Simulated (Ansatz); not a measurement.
# ZnCr2P2, from a guessed structure to a relaxed one, part 2 of 2

This structure for ZnCr2P2 is made up. Its elements were placed in a known structure type with a cell scaled to their sizes. What cell does the guess relax to, and how far off was it?

Ansatz 0.2.0; DFT, PBEsol, plane-wave PAW, files of the set soft_1, scalar-relativistic, ferromagnetic start, cell and ions relaxed at zero pressure; PAW set soft_1 (the session's first sound run).

So far: Set-up; Relaxing cell and atoms. The relaxed cell has a = 3.898, c = 8.822 Å (conventional setting).

## Step 3: Bands of the relaxed cell

With the geometry fixed, one more self-consistent run, with a narrower smearing and the mesh shown in its input, gives the bands, and its pressure, and its forces where symmetry allows any, show how far the geometry depends on these settings.

This step: DFT, PBEsol, plane-wave PAW, files of the set soft_1, scalar-relativistic, ferromagnetic start, bands and density of states at the relaxed cell; PAW set soft_1 (Ansatz 0.2.0).

Contents of input.yaml:

```yaml
crystal:
  lattice:
    - [-1.9487713959, 1.9487713959, 4.4109231533]
    - [1.9487713959, -1.9487713959, 4.4109231533]
    - [1.9487713959, 1.9487713959, -4.4109231533]
  atoms:
    - { symbol: Zn, position: [0.0, 0.0, 0.0] }
    - { symbol: Cr, position: [0.25, 0.75, 0.5], spin: 0.5 }
    - { symbol: Cr, position: [0.75, 0.25, 0.5], spin: 0.5 }
    - { symbol: P, position: [0.3771488923, 0.3771488923, 0.0] }
    - { symbol: P, position: [0.6228511077, 0.6228511077, 0.0] }
magnetization:
  spin_polarized: true
kpoints:
  mp_grid: { grid: [12, 12, 12] }
  band_path:
    path:
      - [[0.0, 0.0, 0.0], [0.0, 0.0, 0.5], [-0.09759618, 0.09759618, 0.5], [-0.29879809, 0.29879809, 0.29879809], [0.0, 0.0, 0.0], [0.5, 0.5, -0.5], [0.29879809, 0.70120191, -0.29879809], [0.0, 0.5, 0.0], [0.25, 0.25, 0.25], [0.5, 0.5, -0.09759618], [0.5, 0.5, -0.5]]
      - [[0.0, 0.0, 0.5], [0.25, 0.25, 0.25]]
    npoints: 7
scf:
  occupations: { method: fermi_dirac, width: 0.03 }
  n_extra_bands: 10
hamiltonian:
  xc: pbesol
  pseudopotentials: { kind: paw, azcp: { folder: soft_1 }, xc_functional: pbe }
output:
  forces: true
  stress: true
  write_bands: true
  dos: { projected: true }
  write_density: true
  write_potential: true
  elf: true
  volumetric_format: npy
```

Launch:

```
$ ansatz run input.yaml --threads 4 --pin off --max-ram 8192MiB --backend cpu --events-out ev --progress --plain --runs-dir out
```

Numbers of over 12 decimals in the logs are rounded to 6 here.

The program printed:

```text
[...]
Crystal: 5 atoms, lattice volume = 67.006 Å³
Basis set: ecut = 420 eV, 1331 PW (Γ), exchange–correlation on 72×72×72 points (8 copies of the dense FFT grid, shifted against one another)
Bands: 35, of which v1, the nominal top of the filled ones, is band 25 counted from 1 (24 counted from 0)
Symmetry: 16 space group operations
[...]
k-points: 163 of 1728
[...]
Starting moments: Σ|m| = 1 μB on 2 of 5 sites
[...]
SCF iter   1: F=—  HF=-11466.103041 eV  |F-HF|=—  |Δ(HF+E_count)|=         —  Δρ=9.10e-2 (↑9.10e-2 ↓6.70e-2)  dr2=1.66e1  dr2_m=1.38e-1  M=0.311 μB ∫|m|=0.368 μB  β_m=0.30  ethr=3.10e-3  ⟨swp⟩=6.9  Hψ=54955  notcnv=0
[...]
SCF iter  13: F=-11460.535276 eV  HF=-11460.535276 eV  |F-HF|=1.34e-8  |Δ(HF+E_count)|=   4.26e-9  Δρ=2.94e-6 (↑2.94e-6 ↓2.45e-6)  dr2=1.63e-8  dr2_m=1.72e-10  M=0.846 μB ∫|m|=1.020 μB  ethr=8.60e-11  ⟨swp⟩=14.0  Hψ=79414  notcnv=0
SCF 1 converged in 13 iterations: F = -11460.535276 eV  dr2 = 1.63e-8
[...]
NSCF: frozen V_eff on 79 k-points
SCF converged after 13 iterations
Magnetization: 0.8461 μB (25.4230 up, 24.5770 down)
Absolute magnetization: 1.0216 μB (∫|ρ↑−ρ↓|, with the PAW one-centre terms)
[...]
Per-site moments (μB) at R_I (Å): [(-0.016253, 1.214024), (0.403997, 0.927519), (0.403997, 0.927519), (-0.019242, 0.894113), (-0.019242, 0.894113)]
Free energy (F): -11460.535276 eV
[...]
Internal energy: -11460.522786 eV  (E = F + TS)
E sigma→0 (E₀):  -11460.529031 eV
Entropy (-TS):   -0.012490 eV (-2.498 meV/atom)
Fermi energy:    13.708135 eV
[...]
--- Forces (eV/Å), atoms counted from 1 ---
  atom   1  Zn     0.00000000     0.00000000     0.00000000
  atom   2  Cr    -0.00000000     0.00000000     0.00000000
  atom   3  Cr    -0.00000000     0.00000000     0.00000000
  atom   4  P      0.00000000    -0.00000000    -0.04774254
  atom   5  P      0.00000000    -0.00000000     0.04774254
  max |Σ_I F_I| component: 2.78e-17 eV/Å
--- Stress (GPa, compression-positive) ---
       -0.278240       0.000000       0.000000
        0.000000      -0.278240       0.000000
       -0.000000       0.000000      -0.363120
  P = ⅓ Tr σ = -0.3065 GPa (-3.065 kbar)
--- Band table (eV; the first three rows and the last of 326) ---
  k-point 0 ↑: bands = [... 21 lower, 11.3608, 11.3608, 13.7776, 14.2243, 14.7060, 14.7060, 15.0308, 15.5564, ... 6 higher]
  k-point 1 ↑: bands = [... 21 lower, 11.3144, 11.5740, 13.7467, 14.0764, 14.4115, 14.5897, 15.0403, 15.4155, ... 6 higher]
  k-point 2 ↑: bands = [... 21 lower, 11.2175, 12.2910, 13.6591, 13.7557, 14.0113, 14.3660, 14.7104, 15.0575, ... 6 higher]
  k-point 162 ↓: bands = [... 21 lower, 11.7894, 11.7928, 13.3914, 14.3125, 14.3125, 14.7821, 15.8707, 16.6056, ... 6 higher]
```

The job ended after 13 s (4 threads of Intel Xeon 6975P-C (Granite Rapids), shared host; peak memory 0.86 GiB).

Numbers from this step:

* free energy: -11460.5353 eV
* energy at zero smearing: -11460.5290 eV
* smearing term TS: 0.01249 eV
* Fermi energy: 13.71 eV
* magnetization: 0.8461 μB
* absolute magnetization: 1.022 μB
* site moments: -0.01625, 0.4040, 0.4040, -0.01924, -0.01924 μB
* pressure: -0.3065 GPa

bands.tsv at the labelled points (eV, zero at the Fermi level; the bands that come nearest the Fermi level along the path):

```tsv
point	band_23_up	band_24_up	band_25_up	band_26_up	band_27_up	band_23_dn	band_24_dn	band_25_dn
Γ	0.07	0.52	1.00	1.00	1.32	0.42	1.01	1.34
X	-0.96	-0.69	0.13	0.17	1.27	-0.57	-0.37	0.54
Y	-0.83	-0.72	-0.10	0.08	1.78	-0.54	-0.38	0.31
S	-0.92	-0.70	-0.64	0.24	1.49	-0.66	-0.36	-0.31
Γ	0.07	0.52	1.00	1.00	1.32	0.42	1.01	1.34
Z	-0.59	0.24	0.24	0.56	1.85	-0.32	0.60	0.60
S1	-0.92	-0.70	-0.64	0.24	1.49	-0.66	-0.36	-0.31
N	-1.11	-0.98	-0.59	0.77	1.54	-0.82	-0.71	-0.31
P	-1.50	0.13	0.18	0.18	0.18	-1.18	0.52	0.52
Y1	-0.83	-0.72	-0.10	0.08	1.78	-0.54	-0.38	0.31
Z	-0.59	0.24	0.24	0.56	1.85	-0.32	0.60	0.60
X	-0.96	-0.69	0.13	0.17	1.27	-0.57	-0.37	0.54
P	-1.50	0.13	0.18	0.18	0.18	-1.18	0.52	0.52
```

Site moment by atom:

```tsv
atom	site moment (μB)
Zn1	-0.016
Cr2	0.404
Cr3	0.404
P4	-0.019
P5	-0.019
```

Spin density in the ab plane of the cell as run, not the conventional one, at fractional z = 0.000, with atoms of Zn and P within 0.2 Å of it.

Ten even steps from '_' (-0.82 × 1e-2 e/Å³) to '@' (1.05 × 1e-2 e/Å³), each cell a mean:
```
%%++----==++====++++==--::++
----------------======--::::
--::------::..__..::::------
==--------::________..::====
++==--------....--::__::==++
++==::..::::::..----__..==++
++==::____..........____--==
++==::__..::....::..__..--==
++++--....--::..::--::::--++
++++--..__....__::--------==
------::....____..----------
::::--------::::::----------
==::::--++++========--::--++
@@==::--++++++++++++==----%%
```
Columns run along a (5.2 Å), rows up along b (5.2 Å). Atoms in or near the plane, at fractional coordinates: Zn at (0.00, 0.00), P at (0.38, 0.38), P at (0.62, 0.62).

Electrostatic potential energy in the ab plane of the cell as run, not the conventional one, at fractional z = 0.000, with atoms of Zn and P within 0.2 Å of it. With pseudopotentials it is smooth inside the atoms' cores, unlike the true potential.

Ten even steps from '0' (-40 eV) to '9' (16 eV), each cell a mean:
```
00499999999950
22599999999995
87899986689999
99999962137999
99999961013899
99988873001699
99853476312699
99840027766899
99951004899999
99983103899999
99998545899999
69999988999854
15999999999720
01699999999820
```
Columns run along a (5.2 Å; values clipped at the 3rd and 97th percentile), rows up along b (5.2 Å). Atoms in or near the plane, at fractional coordinates: Zn at (0.00, 0.00), P at (0.38, 0.38), P at (0.62, 0.62).

ELF in the ab plane of the cell as run, not the conventional one, at fractional z = 0.000, with atoms of Zn and P within 0.2 Å of it. It is the smooth field of the valence electrons, not physical close to the nuclei.

Values, 14 rows by 14 columns, each cell a mean:
```
0.00 0.02 0.13 0.20 0.32 0.41 0.44 0.42 0.36 0.29 0.27 0.21 0.14 0.03
0.08 0.08 0.15 0.17 0.31 0.53 0.66 0.66 0.55 0.39 0.27 0.24 0.19 0.14
0.18 0.16 0.15 0.14 0.25 0.55 0.77 0.81 0.74 0.59 0.39 0.26 0.24 0.21
0.27 0.24 0.20 0.16 0.21 0.47 0.68 0.57 0.41 0.48 0.54 0.39 0.27 0.27
0.33 0.41 0.42 0.35 0.33 0.51 0.66 0.33 0.03 0.09 0.48 0.59 0.39 0.29
0.36 0.52 0.68 0.66 0.59 0.69 0.82 0.69 0.17 0.03 0.41 0.74 0.55 0.36
0.37 0.54 0.77 0.77 0.55 0.67 0.88 0.90 0.69 0.33 0.57 0.81 0.66 0.42
0.35 0.48 0.73 0.71 0.22 0.18 0.67 0.88 0.82 0.66 0.68 0.77 0.66 0.44
0.32 0.37 0.58 0.64 0.17 0.01 0.18 0.67 0.69 0.51 0.47 0.55 0.53 0.41
0.29 0.28 0.39 0.56 0.42 0.17 0.22 0.55 0.59 0.33 0.21 0.25 0.31 0.32
0.23 0.25 0.26 0.39 0.56 0.64 0.71 0.77 0.66 0.35 0.16 0.14 0.17 0.20
0.16 0.19 0.23 0.26 0.39 0.58 0.73 0.77 0.68 0.42 0.20 0.15 0.15 0.13
0.04 0.13 0.19 0.25 0.28 0.37 0.48 0.54 0.52 0.41 0.24 0.16 0.08 0.02
0.00 0.04 0.16 0.23 0.29 0.32 0.35 0.37 0.36 0.33 0.27 0.18 0.08 0.00
```
Columns run along a (5.2 Å), rows up along b (5.2 Å). Atoms in or near the plane, at fractional coordinates: Zn at (0.00, 0.00), P at (0.38, 0.38), P at (0.62, 0.62).

## Step 4: What came out

```json
{
  "space group, relaxed": "I4/mmm",
  "conventional cell": "a = 3.898, b = 3.898, c = 8.822 Å; α = 90.0°, β = 90.0°, γ = 90.0°",
  "volume per atom": "13.40 Å³ (guess 13.97)",
  "total moment": "1.13 μB in the cell of 5 atoms"
}
```

In words: ZnCr2P2 relaxes to I4/mmm with a = 3.898, b = 3.898 and c = 8.822 Å. The guessed volume was 4 % too large. The space group I4/mmm was held in the relaxation, so the end point is a stationary structure within it and may be a saddle against distortions or other arrangements. The input starts from parallel moments, and no other start was typed. Bands cross the Fermi level, so it is a metal or semimetal at this level. On the 12×12×12 mesh with the narrower smearing (relaxed on 10×10×10) the largest force component is 0.048 eV/Å and the largest stress component is 0.363 GPa, against the relaxation's thresholds of 0.015 eV/Å and 0.05 GPa. The moment goes from 1.13 to 0.85 μB between the two runs, so it isn't converged. The cutoff wasn't tested. A vector of the cell changed its length by 12 %, more than the volume shows. No dispersion term is used, so weakly bound directions may come out too long. Nothing here tests whether the compound is stable against decomposition.

[Logs are printed without paths, hosts, clocks, repeated set-up lines and the standing remarks that a program may print on its own settings, such as how far it seeks lower states.]

[Hosts, paths, dates, database ids (printed as entryN), source tags and the programs' standing remarks are cut or masked in the printed files.]
